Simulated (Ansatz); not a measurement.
# C on Pd(111): change of the work function, part 2 of 4

How does C on the fcc site change the work function of Pd(111) as the layer fills?

Ansatz 0.2.0; plane-wave DFT, PBE, Ansatz PAW.

So far, work function, upper face (eV): step 2 (the clean slab) 5.27.

### Step 3. Adsorbate added, k-mesh 4×4×1, coverage 0.111 ML

System of this step: Pd36C (C/Pd(111)). The cell holds 37 atoms: 36 Pd and 1 C. Cell: a = 8.252 Å, b = 8.252 Å, c = 26.387 Å, α = 90.0°, β = 90.0°, γ = 60.0°. Vacuum lies along c.

The clean slab as it ended is repeated in the plane and the adsorbate is set on one face; the cell's size fixes the coverage, and the k-mesh shrinks with it to keep the sampling density about even. Adsorbate and upper layers relax, since the dipole depends on the height.

Input file input.yaml:

```yaml
crystal:
  lattice:
    - [8.2519361365, 0.0, 0.0]
    - [4.1259680682, 7.1463863246, 0.0]
    - [0.0, 0.0, 26.386991194]
  atoms:
    - { symbol: Pd, position: [0.0, 0.0, 0.3410771593] }
    - { symbol: Pd, position: [0.1111111111, 0.1111111111, 0.4261907872] }
    - { symbol: Pd, position: [0.2222222222, 0.2222222222, 0.5131272712] }
    - { symbol: Pd, position: [0.0, 0.0, 0.6004330023] }
    - { symbol: Pd, position: [0.0, 0.3333333333, 0.3410771593] }
    - { symbol: Pd, position: [0.1111111111, 0.4444444444, 0.4261907872] }
    - { symbol: Pd, position: [0.2222222222, 0.5555555556, 0.5131272712] }
    - { symbol: Pd, position: [0.0, 0.3333333333, 0.6004330023] }
    - { symbol: Pd, position: [0.0, 0.6666666667, 0.3410771593] }
    - { symbol: Pd, position: [0.1111111111, 0.7777777778, 0.4261907872] }
    - { symbol: Pd, position: [0.2222222222, 0.8888888889, 0.5131272712] }
    - { symbol: Pd, position: [0.0, 0.6666666667, 0.6004330023] }
    - { symbol: Pd, position: [0.3333333333, 0.0, 0.3410771593] }
    - { symbol: Pd, position: [0.4444444444, 0.1111111111, 0.4261907872] }
    - { symbol: Pd, position: [0.5555555556, 0.2222222222, 0.5131272712] }
    - { symbol: Pd, position: [0.3333333333, 0.0, 0.6004330023] }
    - { symbol: Pd, position: [0.3333333333, 0.3333333333, 0.3410771593] }
    - { symbol: Pd, position: [0.4444444444, 0.4444444444, 0.4261907872] }
    - { symbol: Pd, position: [0.5555555556, 0.5555555556, 0.5131272712] }
    - { symbol: Pd, position: [0.3333333333, 0.3333333333, 0.6004330023] }
    - { symbol: Pd, position: [0.3333333333, 0.6666666667, 0.3410771593] }
    - { symbol: Pd, position: [0.4444444444, 0.7777777778, 0.4261907872] }
    - { symbol: Pd, position: [0.5555555556, 0.8888888889, 0.5131272712] }
    - { symbol: Pd, position: [0.3333333333, 0.6666666667, 0.6004330023] }
    - { symbol: Pd, position: [0.6666666667, 0.0, 0.3410771593] }
    - { symbol: Pd, position: [0.7777777778, 0.1111111111, 0.4261907872] }
    - { symbol: Pd, position: [0.8888888889, 0.2222222222, 0.5131272712] }
    - { symbol: Pd, position: [0.6666666667, 0.0, 0.6004330023] }
    - { symbol: Pd, position: [0.6666666667, 0.3333333333, 0.3410771593] }
    - { symbol: Pd, position: [0.7777777778, 0.4444444444, 0.4261907872] }
    - { symbol: Pd, position: [0.8888888889, 0.5555555556, 0.5131272712] }
    - { symbol: Pd, position: [0.6666666667, 0.3333333333, 0.6004330023] }
    - { symbol: Pd, position: [0.6666666667, 0.6666666667, 0.3410771593] }
    - { symbol: Pd, position: [0.7777777778, 0.7777777778, 0.4261907872] }
    - { symbol: Pd, position: [0.8888888889, 0.8888888889, 0.5131272712] }
    - { symbol: Pd, position: [0.6666666667, 0.6666666667, 0.6004330023] }
    - { symbol: C, position: [0.1111111111, 0.1111111111, 0.6589228407] }
kpoints:
  mp_grid: { grid: [4, 4, 1] }
hamiltonian:
  xc: pbe
scf:
  occupations: { method: fermi_dirac, width: 0.1 }
  convergence: { dr2_threshold: 1.0e-08 }
efield:
  axis: 3
  dipole_correction: true
  ramp_position: 0.97
  ramp_width: 0.06
relax:
  f_tol: 0.02
  max_steps: 60
  constraints:
    - { sites: [0, 1, 4, 5, 8, 9, 12, 13, 16, 17, 20, 21, 24, 25, 28, 29, 32, 33] }
output:
  write_potential: true
  write_density: true
  volumetric_format: npy
```

Launch:

```bash
$ ansatz run input.yaml --threads 4 --pin off --max-ram 16384MiB --backend cpu --events-out ev --progress --plain --runs-dir out
```

Output:

```text
[...]
Crystal: 37 atoms, lattice volume = 1556.081 Å³
Basis set: ecut = 420 eV, 30419 PW (Γ), exchange–correlation on 120×120×360 points (8 copies of the dense FFT grid, shifted against one another)
Bands: 392, of which v1, the nominal top of the filled ones, is band 326 counted from 1 (325 counted from 0)
Symmetry: 6 space group operations
[...]
k-points: 4 of 16 (time reversal used)
[...]
SCF iter   1: F=—  HF=-251262.618284 eV  |F-HF|=—  |Δ(HF+E_count)|=         —  Δρ=1.02e-2  dr2=1.19e1  ethr=1.77e-3  p=-0.097 e·Å  D=-1.13e-2 V/Å  ΔV_dip=0.30 eV  dr2_dipole=6.82e-1  V_vac-E_F(+/−)=5.25/4.95 eV  ⟨swp⟩=7.2  Hψ=6634  notcnv=0  defer=95
[...]
SCF iter  14: F=-251262.318492 eV  HF=-251262.318492 eV  |F-HF|=8.92e-8  |Δ(HF+E_count)|=   1.67e-8  Δρ=3.87e-7  dr2=5.01e-9  ethr=1.53e-12  p=-0.116 e·Å  D=-1.35e-2 V/Å  ΔV_dip=0.36 eV  dr2_dipole=1.02e-11  V_vac-E_F(+/−)=5.60/5.24 eV  ⟨swp⟩=6.8  Hψ=9530  notcnv=0
SCF 1 converged in 14 iterations: F = -251262.318492 eV  dr2 = 5.01e-9
[...]
relax step   1: F+E_penalty+E_count = -251262.31849207 eV  Δ(F+E_penalty+E_count) = +0.000e0 eV  max|allowed force component| = 4.286e0 eV/Å  Δτ_max = 0.0000 Å  (14 SCF iters, accepted)
[...]
SCF iter  13: F=-251263.354274 eV  HF=-251263.354274 eV  |F-HF|=1.79e-8  |Δ(HF+E_count)|=   3.64e-8  Δρ=4.55e-7  dr2=6.95e-9  ethr=1.53e-12  p=-0.094 e·Å  D=-1.09e-2 V/Å  ΔV_dip=0.29 eV  dr2_dipole=1.80e-11  V_vac-E_F(+/−)=5.53/5.25 eV  ⟨swp⟩=6.8  Hψ=9491  notcnv=0
SCF 2 converged in 13 iterations: F = -251263.354274 eV  dr2 = 6.95e-9
relax step   2: F+E_penalty+E_count = -251263.35427354 eV  Δ(F+E_penalty+E_count) = -1.036e0 eV  max|allowed force component| = 2.897e0 eV/Å  Δτ_max = 0.1978 Å  (13 SCF iters, accepted)
SCF iter   1: F=—  HF=-251263.831986 eV  |F-HF|=—  |Δ(HF+E_count)|=         —  Δρ=5.07e-3  dr2=3.39e-1  ethr=6.95e-4  p=-0.094 e·Å  D=-1.09e-2 V/Å  ΔV_dip=0.29 eV  dr2_dipole=7.02e-3  V_vac-E_F(+/−)=5.54/5.25 eV  ⟨swp⟩=5.5  Hψ=4744  notcnv=0  defer=150
[...]
SCF iter  13: F=-251263.755889 eV  HF=-251263.755889 eV  |F-HF|=2.00e-8  |Δ(HF+E_count)|=   2.14e-8  Δρ=4.62e-7  dr2=9.25e-9  ethr=1.53e-12  p=-0.058 e·Å  D=-6.78e-3 V/Å  ΔV_dip=0.18 eV  dr2_dipole=4.08e-11  V_vac-E_F(+/−)=5.43/5.25 eV  ⟨swp⟩=8.5  Hψ=9103  notcnv=0
SCF 3 converged in 13 iterations: F = -251263.755889 eV  dr2 = 9.25e-9
relax step   3: F+E_penalty+E_count = -251263.75588925 eV  Δ(F+E_penalty+E_count) = -4.016e-1 eV  max|allowed force component| = 8.724e-1 eV/Å  Δτ_max = 0.1934 Å  (13 SCF iters, accepted)
[...]
relax step   4: F+E_penalty+E_count = -251263.85295161 eV  Δ(F+E_penalty+E_count) = -9.706e-2 eV  max|allowed force component| = 3.556e-1 eV/Å  Δτ_max = 0.0844 Å  (12 SCF iters, accepted)
[...]
relax step   5: F+E_penalty+E_count = -251263.86671867 eV  Δ(F+E_penalty+E_count) = -1.377e-2 eV  max|allowed force component| = 6.730e-2 eV/Å  Δτ_max = 0.0923 Å  (12 SCF iters, accepted)
SCF iter   1: F=—  HF=-251263.867694 eV  |F-HF|=—  |Δ(HF+E_count)|=         —  Δρ=6.07e-4  dr2=1.01e-2  ethr=5.89e-6  p=-0.042 e·Å  D=-4.87e-3 V/Å  ΔV_dip=0.13 eV  dr2_dipole=1.51e-3  V_vac-E_F(+/−)=5.38/5.25 eV  ⟨swp⟩=3.0  Hψ=3298  notcnv=0  defer=148
[...]
SCF iter  10: F=-251263.867506 eV  HF=-251263.867506 eV  |F-HF|=2.86e-8  |Δ(HF+E_count)|=   2.47e-8  Δρ=2.79e-7  dr2=2.59e-9  ethr=1.53e-12  p=-0.042 e·Å  D=-4.88e-3 V/Å  ΔV_dip=0.13 eV  dr2_dipole=1.39e-14  V_vac-E_F(+/−)=5.38/5.25 eV  ⟨swp⟩=8.2  Hψ=9173  notcnv=0
SCF 6 converged in 10 iterations: F = -251263.867506 eV  dr2 = 2.59e-9
relax step   6: F+E_penalty+E_count = -251263.86750580 eV  Δ(F+E_penalty+E_count) = -7.871e-4 eV  max|allowed force component| = 1.653e-2 eV/Å  Δτ_max = 0.0102 Å  (10 SCF iters, accepted)
NSCF: frozen V_eff on 4 k-points
[...]
SCF converged after 10 iterations
Free energy (F): -251263.867506 eV
[...]
Internal energy: -251261.598756 eV  (E = F + TS)
E sigma→0 (E₀):  -251262.733131 eV
Entropy (-TS):   -2.268750 eV (-61.318 meV/atom)
Fermi energy:    3.335628 eV
Dipole field:    D = -0.004880 V/Å  (p = -0.041964 e·Å, saw-weighted, corrected)
Work function:   Φ+ = 5.3793 eV   Φ− = 5.2506 eV
[...]
--- Forces (eV/Å), atoms counted from 1 ---
  atom   1  Pd    -0.00423698    -0.00244622    -0.30731979
  atom   2  Pd    -0.00000000     0.00000000     0.44655589
  atom   3  Pd    -0.00184830    -0.00106712     0.00833196
  atom   4  Pd     0.01431330     0.00826379    -0.00807161
  atom   5  Pd    -0.00000000     0.00489245    -0.30731979
  atom   6  Pd    -0.04146231    -0.00054149     0.31039500
  atom   7  Pd    -0.00115810     0.00066863    -0.00345177
  atom   8  Pd     0.00000000    -0.01652757    -0.00807161
  atom   9  Pd     0.00661866    -0.00382128    -0.31650147
  atom  10  Pd    -0.02026221     0.03617816     0.31039500
  atom  11  Pd    -0.00000000     0.00213423     0.00833196
  atom  12  Pd    -0.00076949     0.00044427    -0.00182308
  atom  13  Pd     0.00423698    -0.00244622    -0.30731979
  atom  14  Pd    -0.02120010    -0.03563667     0.31039500
  atom  15  Pd     0.00000000    -0.00133726    -0.00345177
  atom  16  Pd    -0.01431330     0.00826379    -0.00807161
  atom  17  Pd     0.00194511     0.00112301    -0.32306425
  atom  18  Pd    -0.00000000     0.00000000     0.25552228
  atom  19  Pd     0.00115810     0.00066863    -0.00345177
  atom  20  Pd    -0.00593239    -0.00342507     0.00775024
  atom  21  Pd     0.00000000    -0.00224602    -0.32306425
  atom  22  Pd     0.02026221     0.03617816     0.31039500
  atom  23  Pd     0.00048567    -0.00028040    -0.00126018
  atom  24  Pd    -0.00000000     0.00685014     0.00775024
  atom  25  Pd    -0.00000000     0.00764257    -0.31650147
  atom  26  Pd     0.02120010    -0.03563667     0.31039500
  atom  27  Pd     0.00184830    -0.00106712     0.00833196
  atom  28  Pd     0.00000000    -0.00088853    -0.00182308
  atom  29  Pd    -0.00194511     0.00112301    -0.32306425
  atom  30  Pd     0.04146231    -0.00054149     0.31039500
  atom  31  Pd    -0.00000000     0.00056081    -0.00126018
  atom  32  Pd     0.00593239    -0.00342507     0.00775024
  atom  33  Pd    -0.00661866    -0.00382128    -0.31650147
  atom  34  Pd    -0.00000000     0.00000000     0.27565062
  atom  35  Pd    -0.00048567    -0.00028040    -0.00126018
  atom  36  Pd     0.00076949     0.00044427    -0.00182308
  atom  37  C     -0.00000000     0.00000000    -0.00386159
  max |Σ_I F_I| component: 7.36e-6 eV/Å
--- Band table (eV) ---
  k-point 0: bands = [... 322 lower, 3.0610, 3.0610, 3.0871, 3.0929, 3.0929, 3.0981, 3.1437, 3.1437, ... 62 higher]
  k-point 1: bands = [... 322 lower, 3.1878, 3.1973, 3.2136, 3.2600, 3.2797, 3.3030, 3.3311, 3.3421, ... 62 higher]
  k-point 2: bands = [... 322 lower, 3.2689, 3.2902, 3.2936, 3.3945, 3.3983, 3.4179, 3.4677, 3.4851, ... 62 higher]
  k-point 3: bands = [... 322 lower, 3.2566, 3.2846, 3.3141, 3.3405, 3.3646, 3.3849, 3.4702, 3.4752, ... 62 higher]
--- Relaxed structure (6 steps of the walk, 6 accepted, 0 SCFs on fresh bases) ---
  F+E_penalty+E_count = -251263.86750580 eV   max|allowed force component| = 1.653e-2 eV/Å
  atoms:
    - { symbol: Pd, position: [1.111111e-11, 1.111111e-11, 0.3410771593] }
    - { symbol: Pd, position: [0.111111, 0.111111, 0.4261907872] }
    - { symbol: Pd, position: [0.221930, 0.221930, 0.513584] }
    - { symbol: Pd, position: [-0.00493109, -0.00493109, 0.605180] }
    - { symbol: Pd, position: [1.111111e-11, 0.333333, 0.3410771593] }
    - { symbol: Pd, position: [0.111111, 0.444444, 0.4261907872] }
    - { symbol: Pd, position: [0.221961, 0.555686, 0.512743] }
    - { symbol: Pd, position: [-0.00493109, 0.343196, 0.605180] }
    - { symbol: Pd, position: [-2.222222e-11, 0.666667, 0.3410771593] }
    - { symbol: Pd, position: [0.111111, 0.777778, 0.4261907872] }
    - { symbol: Pd, position: [0.221930, 0.889474, 0.513584] }
    - { symbol: Pd, position: [0.00066614, 0.666334, 0.600606] }
    - { symbol: Pd, position: [0.333333, 1.111111e-11, 0.3410771593] }
    - { symbol: Pd, position: [0.444444, 0.111111, 0.4261907872] }
    - { symbol: Pd, position: [0.555686, 0.221961, 0.512743] }
    - { symbol: Pd, position: [0.343196, -0.00493109, 0.605180] }
    - { symbol: Pd, position: [0.333333, 0.333333, 0.3410771593] }
    - { symbol: Pd, position: [0.444444, 0.444444, 0.4261907872] }
    - { symbol: Pd, position: [0.555686, 0.555686, 0.512743] }
    - { symbol: Pd, position: [0.335139, 0.335139, 0.599685] }
    - { symbol: Pd, position: [0.333333, 0.666667, 0.3410771593] }
    - { symbol: Pd, position: [0.444444, 0.777778, 0.4261907872] }
    - { symbol: Pd, position: [0.554392, 0.889471, 0.513905] }
    - { symbol: Pd, position: [0.335139, 0.663056, 0.599685] }
    - { symbol: Pd, position: [0.666667, -2.222220e-11, 0.3410771593] }
    - { symbol: Pd, position: [0.777778, 0.111111, 0.4261907872] }
    - { symbol: Pd, position: [0.889474, 0.221930, 0.513584] }
    - { symbol: Pd, position: [0.666334, 0.00066614, 0.600606] }
    - { symbol: Pd, position: [0.666667, 0.333333, 0.3410771593] }
    - { symbol: Pd, position: [0.777778, 0.444444, 0.4261907872] }
    - { symbol: Pd, position: [0.889471, 0.554392, 0.513905] }
    - { symbol: Pd, position: [0.663056, 0.335139, 0.599685] }
    - { symbol: Pd, position: [0.666667, 0.666667, 0.3410771593] }
    - { symbol: Pd, position: [0.777778, 0.777778, 0.4261907872] }
    - { symbol: Pd, position: [0.889471, 0.889471, 0.513905] }
    - { symbol: Pd, position: [0.666334, 0.666334, 0.600606] }
    - { symbol: C, position: [0.111111, 0.111111, 0.637506] }
```

Elapsed: 15 min, on 4 threads of Arm Neoverse V1, shared host; peak memory 10 GiB; 44 min of CPU time.

Relaxation path:

```csv
step,energy less that of the first step (eV),largest force component (eV/Å)
1,0.0000,4.2856
2,-1.0358,2.8972
3,-1.4374,0.8724
4,-1.5345,0.3556
5,-1.5482,0.0673
6,-1.5490,0.0165
```

The run keeps the 6 symmetry operations that the program found, so distortions that break them were not tested.

The atoms that moved most (Å):

```
atom      dx      dy      dz  length
 C37   0.000   0.000  -0.565   0.565
 Pd4  -0.061  -0.035   0.125   0.144
Pd16   0.061  -0.035   0.125   0.144
 Pd8   0.000   0.070   0.125   0.144
Pd32  -0.022   0.013  -0.020   0.032
Pd24   0.000  -0.026  -0.020   0.032
Pd20   0.022   0.013  -0.020   0.032
Pd35   0.007   0.004   0.021   0.022
```

Final coordinates:

```cif
data_structure
_symmetry_space_group_name_H-M 'P 1'
_symmetry_Int_Tables_number 1
_cell_length_a 8.2519
_cell_length_b 8.2519
_cell_length_c 26.3870
_cell_angle_alpha 90.000
_cell_angle_beta 90.000
_cell_angle_gamma 60.000
_cell_volume 1556.08
loop_
_atom_site_label
_atom_site_type_symbol
_atom_site_fract_x
_atom_site_fract_y
_atom_site_fract_z
_atom_site_occupancy
Pd1 Pd 0.00000 0.00000 0.34108 1
Pd2 Pd 0.11111 0.11111 0.42619 1
Pd3 Pd 0.22193 0.22193 0.51358 1
Pd4 Pd 0.99507 0.99507 0.60518 1
Pd5 Pd 0.00000 0.33333 0.34108 1
Pd6 Pd 0.11111 0.44444 0.42619 1
Pd7 Pd 0.22196 0.55569 0.51274 1
Pd8 Pd 0.99507 0.34320 0.60518 1
Pd9 Pd 0.00000 0.66667 0.34108 1
Pd10 Pd 0.11111 0.77778 0.42619 1
Pd11 Pd 0.22193 0.88947 0.51358 1
Pd12 Pd 0.00067 0.66633 0.60061 1
Pd13 Pd 0.33333 0.00000 0.34108 1
Pd14 Pd 0.44444 0.11111 0.42619 1
Pd15 Pd 0.55569 0.22196 0.51274 1
Pd16 Pd 0.34320 0.99507 0.60518 1
Pd17 Pd 0.33333 0.33333 0.34108 1
Pd18 Pd 0.44444 0.44444 0.42619 1
Pd19 Pd 0.55569 0.55569 0.51274 1
Pd20 Pd 0.33514 0.33514 0.59968 1
Pd21 Pd 0.33333 0.66667 0.34108 1
Pd22 Pd 0.44444 0.77778 0.42619 1
Pd23 Pd 0.55439 0.88947 0.51390 1
Pd24 Pd 0.33514 0.66306 0.59968 1
Pd25 Pd 0.66667 0.00000 0.34108 1
Pd26 Pd 0.77778 0.11111 0.42619 1
Pd27 Pd 0.88947 0.22193 0.51358 1
Pd28 Pd 0.66633 0.00067 0.60061 1
Pd29 Pd 0.66667 0.33333 0.34108 1
Pd30 Pd 0.77778 0.44444 0.42619 1
Pd31 Pd 0.88947 0.55439 0.51390 1
Pd32 Pd 0.66306 0.33514 0.59968 1
Pd33 Pd 0.66667 0.66667 0.34108 1
Pd34 Pd 0.77778 0.77778 0.42619 1
Pd35 Pd 0.88947 0.88947 0.51390 1
Pd36 Pd 0.66633 0.66633 0.60061 1
C37 C 0.11111 0.11111 0.63751 1
```

Read from the output:

```yaml
energy_at_zero_smearing: -251262.7331 eV
work_function_upper_face: 5.379 eV
work_function_lower_face: 5.251 eV
dipole_along_the_normal: -0.04196 e·Å
step_between_the_vacuum_levels: 0.1288 eV
```

Running mean over 2.246 Å of the planar mean; the ramp of the sawtooth is left out. Electron's electrostatic potential energy less the Fermi level against z:

```csv
z (Å),electron's electrostatic potential energy less the Fermi level (eV)
4,5.25
5,5.25
6,5.20
7,4.39
8,-3.10
9,-8.25
10,-8.48
11,-8.55
12,-8.18
13,-8.30
14,-8.24
15,-7.82
16,-8.70
17,-2.52
18,4.42
19,5.32
20,5.38
21,5.38
22,5.38
23,5.38
```

The relaxation took 6 steps and lowered the energy by 1.5 eV; the largest force on the free atoms ends at 0.017 eV/Å.

The covered face has 5.38 eV, +0.11 eV against the clean one; the bare back face has moved by +0.00 eV, a measure of how thin the slab is.

(Part 2 of 4 ends here.)

[Long decimals in the printed logs are rounded to 6 places.]

[Logs are printed without paths, hosts, clocks, repeated set-up lines and the standing remarks that a program may print on its own settings, such as how far it seeks lower states.]

[Hosts, paths, dates, database ids (printed as entryN), source tags and the programs' standing remarks are cut or masked in the printed files.]

[Maps of the electrostatic potential energy from Ansatz leave out the sawtooth potential of an applied field or a dipole correction, so their vacuum need not be flat; planar profiles and work functions include it.]
